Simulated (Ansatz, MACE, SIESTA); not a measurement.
# Random packing of 70AlN-30Al2O3 (mol %) (78 atoms) in other programs, against a plane-wave reference

How near do other programs and methods come to a plane-wave reference for random packing of 70AlN-30Al2O3 (mol %) (78 atoms)? A plane-wave run serves as the reference.

Program: Ansatz 0.2.0. Level of theory: Kohn-Sham DFT, PBE, PAW, plane waves. Results are calculated unless marked as measured.

## Step 1: The structure

The cell holds 78 atoms: 35 Al, 19 N and 24 O. Its edges and angles: a = 9.322 Å, b = 9.322 Å, c = 9.322 Å, α = 90.0°, β = 90.0°, γ = 90.0°. 78 atoms (35 Al, 19 N, 24 O) packed at random in a cube at 3.27 g/cm³ and pushed apart as soft spheres, cations and anions kept from their own kind; a start for melting by ab initio MD, not an equilibrated structure. Then every atom was moved at random, 0.03 Å r.m.s. a Cartesian component.

As a file:

```cif
data_structure
_symmetry_space_group_name_H-M 'P 1'
_symmetry_Int_Tables_number 1
_cell_length_a 9.3224
_cell_length_b 9.3224
_cell_length_c 9.3224
_cell_angle_alpha 90.000
_cell_angle_beta 90.000
_cell_angle_gamma 90.000
_cell_volume 810.18
loop_
_atom_site_label
_atom_site_type_symbol
_atom_site_fract_x
_atom_site_fract_y
_atom_site_fract_z
_atom_site_occupancy
Al1 Al 0.74767 0.15744 0.33727 1
Al2 Al 0.00135 0.08174 0.58600 1
Al3 Al 0.20116 0.60444 0.74641 1
Al4 Al 0.96742 0.80988 0.37347 1
Al5 Al 0.89532 0.30340 0.76118 1
Al6 Al 0.39812 0.20278 0.10887 1
Al7 Al 0.95094 0.55907 0.44986 1
Al8 Al 0.53862 0.48220 0.10181 1
Al9 Al 0.78975 0.34384 0.00750 1
Al10 Al 0.10824 0.92884 0.08414 1
Al11 Al 0.19695 0.66155 0.03432 1
Al12 Al 0.07957 0.33482 0.57350 1
Al13 Al 0.67080 0.88535 0.29866 1
Al14 Al 0.46030 0.44433 0.53252 1
Al15 Al 0.79697 0.90870 0.58484 1
Al16 Al 0.23333 0.29340 0.78233 1
Al17 Al 0.75256 0.60847 0.04631 1
Al18 Al 0.07904 0.19079 0.05369 1
Al19 Al 0.96604 0.60116 0.86453 1
Al20 Al 0.51068 0.32452 0.87822 1
Al21 Al 0.30504 0.42010 0.00316 1
Al22 Al 0.27583 0.80525 0.23580 1
Al23 Al 0.52235 0.02115 0.46304 1
Al24 Al 0.16848 0.97393 0.42404 1
Al25 Al 0.65318 0.14354 0.09192 1
Al26 Al 0.06965 0.31620 0.31285 1
Al27 Al 0.23104 0.00140 0.86649 1
Al28 Al 0.48797 0.63867 0.87522 1
Al29 Al 0.96985 0.02621 0.86506 1
Al30 Al 0.86695 0.83259 0.13230 1
Al31 Al 0.81066 0.81073 0.87938 1
Al32 Al 0.52024 0.06730 0.76082 1
Al33 Al 0.50042 0.83173 0.64211 1
Al34 Al 0.65518 0.64215 0.47861 1
Al35 Al 0.64934 0.49290 0.72443 1
N36 N 0.66617 0.07533 0.59135 1
N37 N 0.06235 0.41448 0.75781 1
N38 N 0.78825 0.48888 0.87043 1
N39 N 0.62375 0.83985 0.49182 1
N40 N 0.08490 0.15164 0.74482 1
N41 N 0.00825 0.79916 0.90772 1
N42 N 0.25259 0.19913 0.95914 1
N43 N 0.82983 0.46843 0.61346 1
N44 N 0.37467 0.43913 0.79719 1
N45 N 0.66601 0.84962 0.74620 1
N46 N 0.12309 0.60034 0.31662 1
N47 N 0.36873 0.76501 0.98012 1
N48 N 0.48318 0.26702 0.62871 1
N49 N 0.62109 0.74905 0.96211 1
N50 N 0.05552 0.90810 0.66917 1
N51 N 0.46197 0.62165 0.62615 1
N52 N 0.75490 0.39786 0.23881 1
N53 N 0.44013 0.73896 0.33927 1
N54 N 0.03222 0.96302 0.26860 1
O55 O 0.56803 0.95958 0.14555 1
O56 O 0.63360 0.43985 0.45643 1
O57 O 0.87918 0.60907 0.24565 1
O58 O 0.21349 0.41097 0.44869 1
O59 O 0.19948 0.40731 0.19243 1
O60 O 0.33435 0.96893 0.51948 1
O61 O 0.90916 0.00222 0.04292 1
O62 O 0.78585 0.07930 0.85094 1
O63 O 0.33066 0.09684 0.73021 1
O64 O 0.91705 0.31715 0.44020 1
O65 O 0.19543 0.17034 0.40828 1
O66 O 0.32050 0.86266 0.72421 1
O67 O 0.63756 0.61332 0.25260 1
O68 O 0.87105 0.04998 0.43680 1
O69 O 0.93995 0.69094 0.63400 1
O70 O 0.01931 0.59049 0.05034 1
O71 O 0.57229 0.20258 0.41373 1
O72 O 0.98803 0.36584 0.99385 1
O73 O 0.21532 0.74536 0.53291 1
O74 O 0.29304 0.04297 0.15197 1
O75 O 0.47760 0.08863 0.96389 1
O76 O 0.36051 0.59022 0.15690 1
O77 O 0.39862 0.33807 0.32680 1
O78 O 0.70347 0.26805 0.73376 1
```

## Step 2: The reference run

The PAW files are the set soft_2.

Contents of input.yaml:

```yaml
crystal:
  lattice:
    - [9.3224, 0.0, 0.0]
    - [0.0, 9.3224, 0.0]
    - [0.0, 0.0, 9.3224]
  atoms:
    - { symbol: Al, position: [0.74767, 0.15744, 0.33727] }
    - { symbol: Al, position: [0.00135, 0.08174, 0.586] }
    - { symbol: Al, position: [0.20116, 0.60444, 0.74641] }
    - { symbol: Al, position: [0.96742, 0.80988, 0.37347] }
    [... 68 atom lines left out ...]
    - { symbol: O, position: [0.21532, 0.74536, 0.53291] }
    - { symbol: O, position: [0.29304, 0.04297, 0.15197] }
    - { symbol: O, position: [0.4776, 0.08863, 0.96389] }
    - { symbol: O, position: [0.36051, 0.59022, 0.1569] }
    - { symbol: O, position: [0.39862, 0.33807, 0.3268] }
    - { symbol: O, position: [0.70347, 0.26805, 0.73376] }
kpoints:
  mp_grid: { grid: [1, 1, 1] }
hamiltonian:
  xc: pbe
scf:
  occupations: { method: fermi_dirac, width: 0.05 }
output:
  forces: true
  eigenvalues: true
```

The run is started by

```bash
> ansatz run input.yaml --threads 8 --pin off --max-ram 15872MiB --backend cpu --events-out ev --progress --plain --runs-dir out
```

Output:

```text
[...]
Pseudopotentials: kind: paw
Pseudopotential: Al, paw, valence charge 3, recommended cutoff 420 eV (normal), Al.paw.azcp
Pseudopotential: N, paw, valence charge 5, recommended cutoff 420 eV (normal), N.paw.azcp
Pseudopotential: O, paw, valence charge 6, recommended cutoff 420 eV (normal), O.paw.azcp
[...]
Crystal: 78 atoms, lattice volume = 810.183 Å³
Basis set: ecut = 420 eV, 15791 PW (Γ), exchange–correlation on 128×128×128 points (8 copies of the dense FFT grid, shifted against one another)
Bands: 250, of which v1, the nominal top of the filled ones, is band 172 counted from 1 (171 counted from 0)
Symmetry: 1 space group operations
Space group: P1 (ITA 1), of the structure as read, at distance tolerance 9.3e-5 Å
k-points: 1
[...]
Initial density: superposition of atomic densities (neutral atoms: chi_scale 0, normalization atom), corrected by the library's trained network
Initial wavefunctions: pseudopotential atomic-orbital guess
[...]
SCF iter   1: F=—  HF=-39677.313093 eV  |F-HF|=—  |Δ(HF+E_count)|=         —  Δρ=1.72e-2  dr2=3.50e0  ethr=1.77e-3  ⟨swp⟩=6.0  Hψ=1103  notcnv=0  defer=17
preconditioner: auto → Kerker (q_TF=auto, 2.365 Å⁻¹)  [metal: Δε(μ)=0.060 eV  Ē_g=11.257 eV  σ=0.050 eV  W_gap=0.29  n_scr=178 (ndim 8)  ℏωp=24.2 eV  f_vac=0.000  D(μ)=28.38/eV (n_scr^D=202)]
[...]
SCF iter   9: F=—  HF=-39676.959529 eV  |F-HF|=—  |Δ(HF+E_count)|=   4.91e-7  Δρ=6.54e-6  dr2=7.20e-7  ethr=1.65e-9  ⟨swp⟩=3.0  Hψ=347  notcnv=0  defer=58
SCF iter  10: F=-39676.959529 eV  HF=-39676.959529 eV  |F-HF|=6.47e-8  |Δ(HF+E_count)|=   7.43e-8  Δρ=2.23e-6  dr2=9.59e-8  ethr=2.91e-11  ⟨swp⟩=11.0  Hψ=1336  notcnv=0
SCF 1 converged in 10 iterations: F = -39676.959529 eV  dr2 = 9.59e-8
[...]
SCF converged after 10 iterations
Free energy (F): -39676.959529 eV
Harris-Foulkes:  -39676.959529 eV  (|F-HF|=6.47e-8)
Internal energy: -39676.671018 eV  (E = F + TS)
E sigma→0 (E₀):  -39676.815274 eV
Entropy (-TS):   -0.288511 eV (-3.699 meV/atom)
Fermi energy:    8.247872 eV
--- Per-component energies (eV) ---
[...]
Σ components = -39676.959529   (vs F -39676.959529, Δ=0.00e0)
--- Forces (eV/Å), atoms counted from 1 ---
  atom   1  Al     0.78703678     3.83609812     1.78000486
  atom   2  Al    -0.57835144    -0.51250829    -1.47418549
  atom   3  Al     1.83733783     0.74243248    -2.92001745
  atom   4  Al     0.08237042    -1.48642502     0.06112982
[...]
atom  78  O     -1.03376837     2.42761244     1.92828954
  max |Σ_I F_I| component: 9.68e-5 eV/Å
--- Band table (eV) ---
  k-point 0: bands = ["-12.3001", "-11.9613", "-11.3545", "-11.3005", [... 234 levels ...], "15.3088", "15.3474", "15.4322", "15.5872", "15.7277", "15.8434", "15.9095", "15.9858", "16.0291", "16.1258", "16.1920", "16.2422"]
```

Elapsed: 3.4 s, on 8 threads of Arm Neoverse V2, shared host; peak memory 0.92 GiB.

The run gave:

```yaml
free_energy: -39676.9595 eV
free_energy_per_atom: -508.6790 eV/atom
scf_cycles: 10
r_m_s_force_component: 1.967 eV/Å
longest_force: 5.949 eV/Å
fermi_energy: 8.248 eV
levels_partly_filled_by_over_2_per_cent: 6
```

Length of the force by element:

```csv
element,coordination,atoms,mean length of the force (eV/Å),spread,least,most
Al,all,35,3.26,1.29,0.904,5.93
N,all,19,3.12,1.10,0.295,4.53
O,all,24,3.08,1.29,0.838,5.95
```

The levels nearest the highest filled one (over half full), pooled over k-points and spins:

```csv
level less the highest filled one (eV),occupation
-0.294,2.00
-0.270,1.99
-0.197,1.97
-0.144,1.91
-0.071,1.68
0,1.11
0.0284,0.828
0.0816,0.392
0.159,0.099
0.258,0.014
0.282,0.009
0.335,0.003
```

## Step 3: The ladder

The programs:
- MACE: machine-learned potential, published weights.
- SIESTA 5.4.2: numerical atomic orbitals, whose automatically made sets are far from complete, with PseudoDojo norm-conserving potentials that we converted to its format (checked against plane waves on the same files for H, C, O, Si, Ge and Ca alone); labels give functional, basis size, energy shift and mesh cutoff.

All use the same cell and atoms; the electronic-structure runs use the same k-mesh, and an electronic temperature of 580 K (0.05 eV) where levels are smeared.

Differences are against the plane-wave reference, forces as r.m.s. over components; share is that over the reference's r.m.s. force, slope the least-squares factor from reference forces to these. Total energies of different programs have different zeros and aren't compared.

```csv
run,"Δ force, r.m.s. (meV/Å)",share (%),slope,cores,CPU time,memory (GiB)
reference,-,-,-,8,22 s,0.92
MACE MP-0b2 small potential,511,26.0,0.949,4,7.4 s,0.66
"SIESTA PBE, DZP, shift 0.01 Ry, mesh 350 Ry",160,8.14,0.985,4,13 min,2.1
"SIESTA PBE, SZ, shift 0.02 Ry, mesh 350 Ry (coarse)",864,43.9,1.081,4,1.9 min,1.1
```

Rows marked coarse were listed beforehand as settings not expected to be converged; some can still land near the reference.

Times of the machine-learned potentials are mostly Python's start and the loading of weights.

CPU time is summed over cores on a shared host, where runs went side by side, so it is rough. Symmetry, cutoffs, thresholds, outputs and thread counts weren't matched or tuned between programs; memory under MPI is the largest rank's times the ranks.

## Step 4: Results

| Property | Result |
| --- | --- |
| reference r.m.s. force component | 1.97 eV/Å |
| nearest in forces | SIESTA PBE, DZP, shift 0.01 Ry, mesh 350 Ry, 8.1 % |
| farthest in forces | SIESTA PBE, SZ, shift 0.02 Ry, mesh 350 Ry (coarse), 44 % |
| cheapest electronic-structure run beside the reference | SIESTA PBE, SZ, shift 0.02 Ry, mesh 350 Ry, 1.9 min of CPU time |

**Reading.** The PBE run in local orbitals, coarse settings apart, differs by 8.1 % (SIESTA PBE, DZP, shift 0.01 Ry, mesh 350 Ry); basis, grid and potentials can all enter. Machine-learned potentials differ by 26 % (MACE MP-0b2 small potential); they were trained on other programs' data. Runs with settings chosen to be coarse differ by 44 % (SIESTA PBE, SZ, shift 0.02 Ry, mesh 350 Ry), their programs' other errors included. None of the electronic-structure runs in the table takes under half the reference's CPU time of 22 s; they take 5.3 to 36 times as much. In the reference: 6 levels are partly filled, by over 2 % (at Γ alone): at this level the cell shows no clear gap. Levels of broken or missing bonds inside a gap of the host would look the same. Machine-learned potentials mimic data converged in k, so the reference's own k-point error enters their differences. The electronic-structure runs sample only Γ, in a cell whose shortest periodic width is 9 Å, which is coarse for a cell with partly filled levels.

[Also dropped from logs without a mark: logging warnings of Python, and SIESTA's first energy breakdown and zero terms.]

[Logs are printed without paths, hosts, clocks, repeated set-up lines and the standing remarks that a program may print on its own settings, such as how far it seeks lower states.]

[Hosts, paths, dates, database ids (printed as entryN), source tags and the programs' standing remarks are cut or masked in the printed files.]
